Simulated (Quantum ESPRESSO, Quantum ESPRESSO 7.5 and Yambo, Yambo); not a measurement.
## PtS2 (1T monolayer): G0W0 with Yambo, start to end

Wanted: ground state, empty states, screening and self-energy for PtS2 (1T monolayer).

Program: Quantum ESPRESSO 7.5 and Yambo 5.3.0. Level of theory: PBE and many-body steps on it, plane waves. Results are calculated unless marked as measured.

### 1. The starting structure

The cell holds 3 atoms: 1 Pt and 2 S. Cell: a = 3.574 Å, b = 3.574 Å, c = 15.000 Å, α = 90.0°, β = 90.0°, γ = 120.0°. Vacuum lies along c.

The structure was relaxed with PBE. The runs that relaxed it are not among those shown. Spin-orbit coupling is left out unless a step names it.

### 2. Ground state

This step: Quantum ESPRESSO 7.5; DFT, PBE, plane waves, norm-conserving pseudopotentials.

The ground-state density comes first.

Input file pw.in:

```
&control
  calculation = 'scf'
  prefix = 'x'
  outdir = 'o'
  pseudo_dir = 'pseudo'
/
&system
  ibrav = 0
  nat = 3
  ntyp = 2
  ecutwfc = 76.0
  nbnd = 20
  force_symmorphic = .true.
/
&electrons
  conv_thr = 1e-10
  electron_maxstep = 80
  mixing_beta = 0.5
/
ATOMIC_SPECIES
  Pt 195.08 Pt.upf
  S 32.06 S.upf
CELL_PARAMETERS angstrom
  3.5735303220 0.0000000000 0.0000000000
  -1.7867651610 3.0947680400 0.0000000000
  0.0000000000 0.0000000000 15.0000000000
ATOMIC_POSITIONS crystal
  Pt 0.0000000000 0.0000000000 0.5000000000
  S 0.3333333333 0.6666666667 0.5818569338
  S 0.6666666667 0.3333333333 0.4181430662
K_POINTS automatic
  12 12 1 0 0 0
```

Run with:

```sh
OMP_NUM_THREADS=1 mpirun -n 4 pw.x -nk 4 -in pw.in > pw.out
```

What it wrote:

```text
Program PWSCF v.7.5 starts

     This program is part of the open-source Quantum ESPRESSO suite
     for quantum simulation of materials; please cite
         "P. Giannozzi et al., J. Phys.:Condens. Matter 21 395502 (2009);
         "P. Giannozzi et al., J. Phys.:Condens. Matter 29 465901 (2017);
         "P. Giannozzi et al., J. Chem. Phys. 152 154105 (2020);
     in publications or presentations arising from this work. More details at
     Message from routine setup:
     using ibrav=0 with symmetry is DISCOURAGED, use correct ibrav instead

     G-vector sticks info

     bravais-lattice index     =            0
     lattice parameter (alat)  =       6.7530  a.u.
     unit-cell volume          =    1119.4725 (a.u.)^3
     number of atoms/cell      =            3
     number of atomic types    =            2
     number of electrons       =        30.00
     number of Kohn-Sham states=           20
     kinetic-energy cutoff     =      76.0000  Ry
     charge density cutoff     =     304.0000  Ry
     scf convergence threshold =      1.0E-10
     mixing beta               =       0.5000
     number of iterations used =            8  plain     mixing
     Exchange-correlation= PBE
                           (   1   4   3   4   0   0   0)

     celldm(1)=   6.752994  celldm(2)=   0.000000  celldm(3)=   0.000000
     celldm(4)=   0.000000  celldm(5)=   0.000000  celldm(6)=   0.000000

     crystal axes: (cart. coord. in units of alat)
               a(1) = (   1.000000   0.000000   0.000000 )
               a(2) = (  -0.500000   0.866025   0.000000 )
               a(3) = (   0.000000   0.000000   4.197530 )

     reciprocal axes: (cart. coord. in units 2 pi/alat)
               b(1) = (  1.000000  0.577350 -0.000000 )
               b(2) = (  0.000000  1.154701  0.000000 )
               b(3) = (  0.000000 -0.000000  0.238235 )
     Pseudo is Norm-conserving + core correction, Zval = 18.0
     Generated using ONCVPSP code by D. R. Hamann
     Using radial grid of 1374 points,  8 beta functions with:
     Pseudo is Norm-conserving + core correction, Zval =  6.0
     Generated using ONCVPSP code by D. R. Hamann
     Using radial grid of 1146 points,  6 beta functions with:
     Pt               18.00   195.08000     Pt( 1.00)
     S                 6.00    32.06000     S ( 1.00)

     12 Sym. Ops., with inversion, found

   Cartesian axes

     site n.     atom                  positions (alat units)
         1        Pt     tau(   1) = (   0.0000000   0.0000000   2.0987649  )
         2        S      tau(   2) = (  -0.0000000   0.5773503   2.4423618  )
         3        S      tau(   3) = (   0.5000000   0.2886751   1.7551680  )

     number of k points=    19
                       cart. coord. in units 2pi/alat
        k(    1) = (   0.0000000   0.0000000   0.0000000), wk =   0.0138889
        k(    2) = (   0.0000000   0.0962250   0.0000000), wk =   0.0833333
        k(    3) = (   0.0000000   0.1924501   0.0000000), wk =   0.0833333
        k(    4) = (   0.0000000   0.2886751   0.0000000), wk =   0.0833333
        k(    5) = (   0.0000000   0.3849002   0.0000000), wk =   0.0833333
        k(    6) = (   0.0000000   0.4811252   0.0000000), wk =   0.0833333
        k(    7) = (   0.0000000  -0.5773503   0.0000000), wk =   0.0416667
        k(    8) = (   0.0833333   0.1443376   0.0000000), wk =   0.0833333
        k(    9) = (   0.0833333   0.2405626   0.0000000), wk =   0.1666667
        k(   10) = (   0.0833333   0.3367877   0.0000000), wk =   0.1666667
     [... 7 further rows ...]
        k(   18) = (   0.2500000   0.5292377   0.0000000), wk =   0.1666667
        k(   19) = (   0.3333333   0.5773503   0.0000000), wk =   0.0277778

     Dense  grid:   100255 G-vectors     FFT dimensions: (  40,  40, 160)

     Initial potential from superposition of free atoms

     starting charge      29.9998, renormalised to      30.0000
     Starting wfcs are   18 randomized atomic wfcs +    2 random wfcs

     per-process dynamical memory:    81.2 Mb

     Self-consistent Calculation

     iteration #  1     ecut=    76.00 Ry     beta= 0.50

     total energy              =    -305.18150082 Ry
     estimated scf accuracy    <       0.49950907 Ry

     iteration #  2     ecut=    76.00 Ry     beta= 0.50

     total energy              =    -305.29409075 Ry
     estimated scf accuracy    <       0.77672180 Ry

     iteration #  3     ecut=    76.00 Ry     beta= 0.50

     total energy              =    -305.41133571 Ry
     estimated scf accuracy    <       0.00572804 Ry

     iteration #  4     ecut=    76.00 Ry     beta= 0.50

     total energy              =    -305.41226885 Ry
     estimated scf accuracy    <       0.00168952 Ry

     iteration #  5     ecut=    76.00 Ry     beta= 0.50

     total energy              =    -305.41252304 Ry
     estimated scf accuracy    <       0.00001037 Ry

     iteration #  6     ecut=    76.00 Ry     beta= 0.50

     total energy              =    -305.41253196 Ry
     estimated scf accuracy    <       0.00000057 Ry

     iteration #  7     ecut=    76.00 Ry     beta= 0.50

     total energy              =    -305.41253215 Ry
     estimated scf accuracy    <       0.00000008 Ry

     iteration #  8     ecut=    76.00 Ry     beta= 0.50

     total energy              =    -305.41253217 Ry
     estimated scf accuracy    <       0.00000002 Ry

     iteration #  9     ecut=    76.00 Ry     beta= 0.50

     total energy              =    -305.41253217 Ry
     estimated scf accuracy    <          8.8E-10 Ry

     iteration # 10     ecut=    76.00 Ry     beta= 0.50

     total energy              =    -305.41253217 Ry
     estimated scf accuracy    <          1.3E-10 Ry

     iteration # 11     ecut=    76.00 Ry     beta= 0.50

     End of self-consistent calculation

          k = 0.0000 0.0000 0.0000 ( 12619 PWs)   bands (ev):

   -99.5270 -53.6730 -53.6730 -53.5680 -14.8772 -12.6541  -6.4167  -6.4167
    -6.0352  -3.7253  -3.7253  -1.6633  -1.5514  -1.1800  -1.1800   2.3042
     2.3042   4.4767   4.9648   5.4783

          k = 0.0000 0.0962 0.0000 ( 12571 PWs)   bands (ev):

   -99.5270 -53.6743 -53.6733 -53.5678 -14.7917 -12.6754  -6.4046  -6.3626
    -5.9577  -3.8585  -3.7978  -2.0739  -1.4183  -1.1376  -0.9849   1.8855
     2.1884   4.6782   5.1941   5.7633

          k = 0.0000 0.1925 0.0000 ( 12560 PWs)   bands (ev):

   -99.5269 -53.6779 -53.6743 -53.5673 -14.5457 -12.7340  -6.3531  -6.2172
    -5.7404  -4.2973  -3.9446  -2.6018  -1.1482  -1.1168  -0.9172   1.1476
     1.9722   5.1528   5.5708   5.9812

          k = 0.0000 0.2887 0.0000 ( 12528 PWs)   bands (ev):

     [... further k-points ...]

     highest occupied, lowest unoccupied level (ev):    -0.8916    0.8753

!    total energy              =    -305.41253217 Ry
     estimated scf accuracy    <          1.1E-11 Ry

     The total energy is the sum of the following terms:
     one-electron contribution =    -938.54024041 Ry
     hartree contribution      =     468.67556157 Ry
     xc contribution           =     -60.14721996 Ry
     ewald contribution        =     224.59936663 Ry

     convergence has been achieved in  11 iterations

     XML data file, charge density, pseudopotentials, collected wavefunctions

=------------------------------------------------------------------------------=
   JOB DONE.
=------------------------------------------------------------------------------=
```

It took 26 s on 4 MPI ranks of Arm Neoverse V1, shared host; peak memory 0.55 GiB; 1.7 min of CPU time.

Numbers from this step:

* total energy: -4155.3492 eV
* gap: 1.767 eV
* k of the valence top: 0.1667, 0.1667, 0
* k of the conduction bottom: 0, 0.25, 0
* least direct gap: 1.907 eV

The gap is indirect, with the least direct gap 0.14 eV higher.

### 3. Bands along the symmetry lines

The cheap functional maps the bands first; the places of the edges decide which points the dearer methods must see.

Input file pw.in:

```
&control
  calculation = 'bands'
  prefix = 'x'
  outdir = 'o'
  pseudo_dir = 'pseudo'
/
&system
  ibrav = 0
  nat = 3
  ntyp = 2
  ecutwfc = 76.0
  nbnd = 21
  force_symmorphic = .true.
/
&electrons
  conv_thr = 1e-9
  electron_maxstep = 80
  diago_full_acc = .true.
  diago_thr_init = 5e-6
/
ATOMIC_SPECIES
  Pt 195.08 Pt.upf
  S 32.06 S.upf
CELL_PARAMETERS angstrom
  3.5735303220 0.0000000000 0.0000000000
  -1.7867651610 3.0947680400 0.0000000000
  0.0000000000 0.0000000000 15.0000000000
ATOMIC_POSITIONS crystal
  Pt 0.0000000000 0.0000000000 0.5000000000
  S 0.3333333333 0.6666666667 0.5818569338
  S 0.6666666667 0.3333333333 0.4181430662
K_POINTS crystal
  25
  0.00000000 0.00000000 0.00000000 1
  0.06250000 0.00000000 0.00000000 1
  0.12500000 0.00000000 0.00000000 1
  0.18750000 0.00000000 0.00000000 1
  0.25000000 0.00000000 0.00000000 1
  0.31250000 0.00000000 0.00000000 1
  0.37500000 0.00000000 0.00000000 1
  0.43750000 0.00000000 0.00000000 1
  0.50000000 0.00000000 0.00000000 1
  0.47916667 0.04166667 0.00000000 1
  0.45833333 0.08333333 0.00000000 1
  0.43750000 0.12500000 0.00000000 1
  0.41666666 0.16666666 0.00000000 1
  0.39583333 0.20833333 0.00000000 1
  0.37500000 0.25000000 0.00000000 1
  0.35416666 0.29166666 0.00000000 1
  0.33333333 0.33333333 0.00000000 1
  0.29166666 0.29166666 0.00000000 1
  0.25000000 0.25000000 0.00000000 1
  0.20833333 0.20833333 0.00000000 1
  0.16666666 0.16666666 0.00000000 1
  0.12500000 0.12500000 0.00000000 1
  0.08333333 0.08333333 0.00000000 1
  0.04166667 0.04166667 0.00000000 1
  0.00000000 0.00000000 0.00000000 1
```

What it wrote:

```text
[banner, memory and clock lines left out]
Program PWSCF v.7.5 starts

     Atomic positions and unit cell read from directory:
     o/x.save/

     Message from routine setup:
     using ibrav=0 with symmetry is DISCOURAGED, use correct ibrav instead

     G-vector sticks info

     bravais-lattice index     =            0
     lattice parameter (alat)  =       6.7530  a.u.
     unit-cell volume          =    1119.4725 (a.u.)^3
     number of atoms/cell      =            3
     number of atomic types    =            2
     number of electrons       =        30.00
     number of Kohn-Sham states=           21
     kinetic-energy cutoff     =      76.0000  Ry
     charge density cutoff     =     304.0000  Ry
     Exchange-correlation= PBE
                           (   1   4   3   4   0   0   0)

     celldm(1)=   6.752994  celldm(2)=   0.000000  celldm(3)=   0.000000
     celldm(4)=   0.000000  celldm(5)=   0.000000  celldm(6)=   0.000000

     crystal axes: (cart. coord. in units of alat)
               a(1) = (   1.000000   0.000000   0.000000 )
               a(2) = (  -0.500000   0.866025   0.000000 )
               a(3) = (   0.000000   0.000000   4.197530 )

     reciprocal axes: (cart. coord. in units 2 pi/alat)
               b(1) = (  1.000000  0.577350 -0.000000 )
               b(2) = (  0.000000  1.154701  0.000000 )
               b(3) = (  0.000000 -0.000000  0.238235 )
     Pseudo is Norm-conserving + core correction, Zval = 18.0
     Generated using ONCVPSP code by D. R. Hamann
     Using radial grid of 1374 points,  8 beta functions with:
     Pseudo is Norm-conserving + core correction, Zval =  6.0
     Generated using ONCVPSP code by D. R. Hamann
     Using radial grid of 1146 points,  6 beta functions with:
     Pt               18.00   195.08000     Pt( 1.00)
     S                 6.00    32.06000     S ( 1.00)

     12 Sym. Ops., with inversion, found

   Cartesian axes

     site n.     atom                  positions (alat units)
         1        Pt     tau(   1) = (   0.0000000   0.0000000   2.0987649  )
         2        S      tau(   2) = (  -0.0000000   0.5773503   2.4423618  )
         3        S      tau(   3) = (   0.5000000   0.2886751   1.7551680  )

     number of k points=    25
                       cart. coord. in units 2pi/alat
        k(    1) = (   0.0000000   0.0000000   0.0000000), wk =   0.0800000
        k(    2) = (   0.0625000   0.0360844   0.0000000), wk =   0.0800000
        k(    3) = (   0.1250000   0.0721688   0.0000000), wk =   0.0800000
[...]
[... 13 further rows ...]
        k(   24) = (   0.0416667   0.0721688   0.0000000), wk =   0.0800000
        k(   25) = (   0.0000000   0.0000000   0.0000000), wk =   0.0800000

     Dense  grid:   100255 G-vectors     FFT dimensions: (  40,  40, 160)

     The potential is recalculated from file :
     o/x.save/charge-density

     Starting wfcs are   18 randomized atomic wfcs +    3 random wfcs

     Band Structure Calculation

     End of band structure calculation

          k = 0.0000 0.0000 0.0000 ( 12619 PWs)   bands (ev):

   -99.5269 -53.6730 -53.6730 -53.5679 -14.8772 -12.6541  -6.4166  -6.4166
    -6.0351  -3.7253  -3.7252  -1.6633  -1.5514  -1.1800  -1.1800   2.3042
     2.3042   4.4767   4.9648   5.4783   5.8051

          k = 0.0625 0.0361 0.0000 ( 12589 PWs)   bands (ev):

   -99.5269 -53.6737 -53.6731 -53.5678 -14.8289 -12.6662  -6.4102  -6.3859
[...]
2.2358   4.5936   5.1105   5.6432   5.9025

          k = 0.1250 0.0722 0.0000 ( 12568 PWs)   bands (ev):

[...]
2.0775   4.8949   5.3757   5.9942   6.1831

[...]
k = 0.0417 0.0722 0.0000 ( 12589 PWs)   bands (ev):

[...]
2.2061   4.6307   5.1488   5.6994   5.9343

          k = 0.0000 0.0000 0.0000 ( 12619 PWs)   bands (ev):

   -99.5269 -53.6730 -53.6730 -53.5679 -14.8772 -12.6541  -6.4166  -6.4166
    -6.0351  -3.7253  -3.7252  -1.6633  -1.5514  -1.1800  -1.1800   2.3042
     2.3042   4.4767   4.9648   5.4783   5.8052

     XML data file, pseudopotentials, collected wavefunctions
```

Wall time 13 s (4 MPI ranks); peak memory 0.42 GiB.

Numbers from this step:

```yaml
gap: 1.767 eV
k_of_the_valence_top: 0.1667, 0.1667, 0
k_of_the_conduction_bottom: 0.25, 0, 0
least_direct_gap: 1.907 eV
```

The gap is 1.767 eV, as in the run before at this level.

The electronic bands at the labelled points (eV, zero at the top of the highest filled band):

| point | band 12 | band 13 | band 14 | band 15 | band 16 | band 17 | band 18 | band 19 |
| --- | --- | --- | --- | --- | --- | --- | --- | --- |
| Γ | -0.77 | -0.66 | -0.29 | -0.29 | 3.20 | 3.20 | 5.37 | 5.86 |
| halfway | -2.00 | -0.42 | -0.41 | -0.14 | 1.77 | 2.76 | 6.19 | 6.69 |
| M | -2.10 | -2.02 | -1.67 | -1.37 | 2.79 | 2.98 | 5.52 | 6.76 |
| halfway | -2.23 | -2.19 | -1.09 | -0.75 | 2.30 | 2.60 | 6.21 | 7.82 |
| K | -2.44 | -2.23 | -0.71 | -0.71 | 2.15 | 2.15 | 6.86 | 8.97 |
| halfway | -2.05 | -0.80 | -0.48 | 0.00 | 2.10 | 2.14 | 6.84 | 7.06 |
| Γ | -0.77 | -0.66 | -0.29 | -0.29 | 3.20 | 3.20 | 5.37 | 5.86 |

### 4. Empty states on the mesh, 6×6×1 mesh, 146 bands

The sums over transitions need many empty states on a uniform mesh; this step solves for them.

Input file pw.in:

```
&control
  calculation = 'nscf'
  prefix = 'x'
  outdir = 'o'
  pseudo_dir = 'pseudo'
/
&system
  ibrav = 0
  nat = 3
  ntyp = 2
  ecutwfc = 76.0
  nbnd = 146
  force_symmorphic = .true.
/
&electrons
  conv_thr = 1e-9
  electron_maxstep = 80
  diago_full_acc = .true.
  diago_thr_init = 5e-6
/
ATOMIC_SPECIES
  Pt 195.08 Pt.upf
  S 32.06 S.upf
CELL_PARAMETERS angstrom
  3.5735303220 0.0000000000 0.0000000000
  -1.7867651610 3.0947680400 0.0000000000
  0.0000000000 0.0000000000 15.0000000000
ATOMIC_POSITIONS crystal
  Pt 0.0000000000 0.0000000000 0.5000000000
  S 0.3333333333 0.6666666667 0.5818569338
  S 0.6666666667 0.3333333333 0.4181430662
K_POINTS automatic
  6 6 1 0 0 0
```

What it wrote:

```text
[banner, memory and clock lines left out]
Program PWSCF v.7.5 starts

     Atomic positions and unit cell read from directory:
     o/x.save/

     Message from routine setup:
     using ibrav=0 with symmetry is DISCOURAGED, use correct ibrav instead

     G-vector sticks info

     bravais-lattice index     =            0
     lattice parameter (alat)  =       6.7530  a.u.
     unit-cell volume          =    1119.4725 (a.u.)^3
     number of atoms/cell      =            3
     number of atomic types    =            2
     number of electrons       =        30.00
     number of Kohn-Sham states=          146
     kinetic-energy cutoff     =      76.0000  Ry
     charge density cutoff     =     304.0000  Ry
     Exchange-correlation= PBE
                           (   1   4   3   4   0   0   0)

     celldm(1)=   6.752994  celldm(2)=   0.000000  celldm(3)=   0.000000
     celldm(4)=   0.000000  celldm(5)=   0.000000  celldm(6)=   0.000000

     crystal axes: (cart. coord. in units of alat)
               a(1) = (   1.000000   0.000000   0.000000 )
               a(2) = (  -0.500000   0.866025   0.000000 )
               a(3) = (   0.000000   0.000000   4.197530 )

     reciprocal axes: (cart. coord. in units 2 pi/alat)
               b(1) = (  1.000000  0.577350 -0.000000 )
               b(2) = (  0.000000  1.154701  0.000000 )
               b(3) = (  0.000000 -0.000000  0.238235 )
     Pseudo is Norm-conserving + core correction, Zval = 18.0
     Generated using ONCVPSP code by D. R. Hamann
     Using radial grid of 1374 points,  8 beta functions with:
     Pseudo is Norm-conserving + core correction, Zval =  6.0
     Generated using ONCVPSP code by D. R. Hamann
     Using radial grid of 1146 points,  6 beta functions with:
     Pt               18.00   195.08000     Pt( 1.00)
     S                 6.00    32.06000     S ( 1.00)

     12 Sym. Ops., with inversion, found

   Cartesian axes

     site n.     atom                  positions (alat units)
         1        Pt     tau(   1) = (   0.0000000   0.0000000   2.0987649  )
         2        S      tau(   2) = (  -0.0000000   0.5773503   2.4423618  )
         3        S      tau(   3) = (   0.5000000   0.2886751   1.7551680  )

     number of k points=     7
                       cart. coord. in units 2pi/alat
        k(    1) = (   0.0000000   0.0000000   0.0000000), wk =   0.0555556
        k(    2) = (   0.0000000   0.1924501   0.0000000), wk =   0.3333333
        k(    3) = (   0.0000000   0.3849002   0.0000000), wk =   0.3333333
        k(    4) = (   0.0000000  -0.5773503   0.0000000), wk =   0.1666667
        k(    5) = (   0.1666667   0.2886751   0.0000000), wk =   0.3333333
        k(    6) = (   0.1666667   0.4811252   0.0000000), wk =   0.6666667
        k(    7) = (   0.3333333   0.5773503   0.0000000), wk =   0.1111111

     Dense  grid:   100255 G-vectors     FFT dimensions: (  40,  40, 160)

     The potential is recalculated from file :
     o/x.save/charge-density

     Starting wfcs are   18 randomized atomic wfcs +  128 random wfcs

     Band Structure Calculation

     End of band structure calculation

          k = 0.0000 0.0000 0.0000 ( 12619 PWs)   bands (ev):

   -99.5269 -53.6730 -53.6730 -53.5679 -14.8772 -12.6541  -6.4166  -6.4166
    -6.0351  -3.7253  -3.7253  -1.6633  -1.5514  -1.1800  -1.1800   2.3042
     2.3042   4.4767   4.9648   5.4783   5.8051   7.4457   7.8606   7.8606
[...]
[... 7 further rows ...]
[...]
51.9287  51.9557

          k = 0.0000 0.1925 0.0000 ( 12560 PWs)   bands (ev):

[...]
[... 7 further rows ...]
[...]
50.1719  50.2809

          k = 0.0000 0.3849 0.0000 ( 12540 PWs)   bands (ev):

[...]
29.2747  29.2888  29.5043  29.5061  30.0552  30.8745  31.0773  31.2221
     [... 7 further rows ...]
    46.7298  47.1810  47.5136  47.5199  47.7588  48.3686  48.6829  48.6991
    49.3691  49.4029

          k = 0.0000-0.5774 0.0000 ( 12518 PWs)   bands (ev):

     [... further k-points ...]

     highest occupied, lowest unoccupied level (ev):    -0.8916    1.1476

     XML data file, pseudopotentials, collected wavefunctions
```

Elapsed: 43 s, on 4 MPI ranks; peak memory 0.92 GiB; 2.9 min of CPU time.

This step gave:

| Property | Result |
| --- | --- |
| gap | 2.039 eV |
| k of the valence top | 0.1667, 0.1667, 0 |
| k of the conduction bottom | 0, 0.1667, 0 |
| least direct gap | 2.065 eV |
| k points computed | 7 |
| lowest point of the top converged band, above the valence top | 48.53 eV |

On this mesh the gap is 2.039 eV. The earlier step found 1.767 eV, so this mesh misses an edge.

[end of part 1 of 2]

[Paths, hosts, dates, memory and timing lines, banners, echoed tables and standing remarks are left out of the program output.]

[Logs are printed without paths, hosts, clocks, repeated set-up lines and the standing remarks that a program may print on its own settings, such as how far it seeks lower states.]

[Runs of the session that timed out or met a known fault of the program may be left out.]

[Hosts, paths, dates, database ids (printed as entryN), source tags and the programs' standing remarks are cut or masked in the printed files.]
